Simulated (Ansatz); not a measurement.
# A thicker film of SnO2 (110) from three thinner ones

In a field along its normal an insulating film takes a dipole p. Written as a length, p/(ε₀AE), it should grow by 1 − 1/ε for each ångström added.

Set-up. Ansatz 0.2.0, plane waves with PAW datasets (its set soft_2), PBE; rutile films relaxed at a bulk in-plane lattice constant near the measured one, then held in weak fields of both signs with a dipole correction (A is the cell's area, E the outer field).

```
    run  distance between the outer atoms (Å)  p/(ε₀AE) (Å)
2 units                                 6.563         5.966
3 units                                 9.570         8.529
4 units                                13.240        11.296
5 units                                16.540             ?
```

Q: Estimate the withheld value from the rows shown.

A least-squares line through the 3 rows shown has slope 0.7967 and intercept 0.7965; no row lies more than 0.108 Å off it. That slope means ε = 1/(1 − 0.7967) = 4.92. At 16.540 it gives 0.7967 × 16.540 + 0.7965 = 13.974 Å, beyond the rows fitted. Rounding and scatter of the rows alone allow about ±0.218 Å there.

The run itself gives 13.928 Å: a miss of −0.046 Å, or 0.3 % of the value. The length is met to within 1 %, though ε is more sensitive than the length: the two thickest films give ε = 4.94.

Caveats: This is the electronic response alone. A unit is one step of the cut along the normal (a plane, a pair of planes or a cell), and the layers relax along it, away from their bulk spacing where the functional's lattice constant differs from the one held.

[Logs are printed without paths, hosts, clocks, repeated set-up lines and the standing remarks that a program may print on its own settings, such as how far it seeks lower states.]
